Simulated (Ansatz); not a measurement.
In doubt: masses and optical values from hybrid runs of this build are listed as unsure (in some of the runs), which bears on the screening that GW takes from such a start.

Sb2Se3 (quintuple layer), computed twice by G0W0.

The cell holds 5 atoms: 3 Se and 2 Sb. Its edges and angles: a = 4.063 Å, b = 4.063 Å, c = 37.000 Å, α = 90.0°, β = 90.0°, γ = 120.0°. Vacuum lies along c.

```xyz
5
Lattice="4.0634 0.0000 0.0000 -2.0317 3.5190 0.0000 0.0000 0.0000 37.0000" Properties=species:S:1:pos:R:3
Se    0.0000    0.0000   18.5000
Sb    0.0000    2.3460   20.3940
Sb    2.0317    1.1730   16.6060
Se    2.0317    1.1730   21.9492
Se    0.0000    2.3460   15.0508
```

The structure was relaxed with PBE. The runs that relaxed it are not among those shown. Spin-orbit coupling is left out unless a run names it.

The first (Ansatz 0.2.0; start HSE06, 6×6×1 mesh, 292 empty bands, screening to 39 eV, PAW set soft_1 files; 4 threads of Arm Neoverse V2, shared host) gave, on its mesh: starting gap 1.13 eV, G0W0 gap 1.21 eV, mean of 1 + 4πα/V (set by the cell height) 3.60, 13 min.

The second gave: starting gap 0.68 eV, G0W0 gap 1.00 eV, mean of 1 + 4πα/V (set by the cell height) 4.53, 2 min.

Q: What was changed in the input? Choose among start, files, mesh, bands and cutoff, frequency model or another key.

Changed: start from HSE06 to PBE. A jump of this size in the start, with ε∞ moving the other way, marks another functional. Other changes could give like numbers; this is the one that was made.

Limits: not at the basis limit; coarse mesh for a sheet; no spin-orbit coupling.

[Paths, hosts, dates, memory and timing lines, banners, echoed tables and standing remarks are left out of the program output.]

[Logs are printed without paths, hosts, clocks, repeated set-up lines and the standing remarks that a program may print on its own settings, such as how far it seeks lower states.]

[Runs of the session that timed out or met a known fault of the program may be left out.]

[Cells called generated may have been cut or substituted from an entry of the Crystallography Open Database or the Materials Project.]

[Hosts, paths, dates, database ids (printed as entryN), source tags and the programs' standing remarks are cut or masked in the printed files.]
